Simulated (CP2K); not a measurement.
The C K edge of trifluoroacetonitrile was computed by TDDFT (CP2K XAS_TDP, aug-cc-pVDZ, TDA) at these levels: PBE0, PBEh(45%) and PBEh(45%) + GW2X. The first three lines of C2 (bonded to C and N) with a strength over 0.0015, energy in eV and strength:

```csv
run,first,second,third
1,288.92 (0.047),288.94 (0.047),292.68 (0.005)
2,282.14 (0.048),282.16 (0.049),285.90 (0.005)
3,276.79 (0.037),276.81 (0.037),279.69 (0.002)
```

**Question.** Which run is which?

Run 1: PBEh(45%) + GW2X (45 % exact exchange). Run 2: PBEh(45%) (45 % exact exchange). Run 3: PBE0 (25 % exact exchange). Self-interaction lifts the core level, so the uncorrected lines rise with the share of exact exchange. The GW2X run keeps the spacings of its parent: 0.02 eV between the first two lines in run 1, 0.02 eV in run 2. Its shift is +6.78 eV, since the Kohn–Sham level at this share of exchange lies that far above the quasiparticle level.

[Banner, clock and machine lines of the logs are left out without a mark of their own.]

[Logs are printed without paths, hosts, clocks, repeated set-up lines and the standing remarks that a program may print on its own settings, such as how far it seeks lower states.]

[Hosts, paths, dates, database ids (printed as entryN), source tags and the programs' standing remarks are cut or masked in the printed files.]
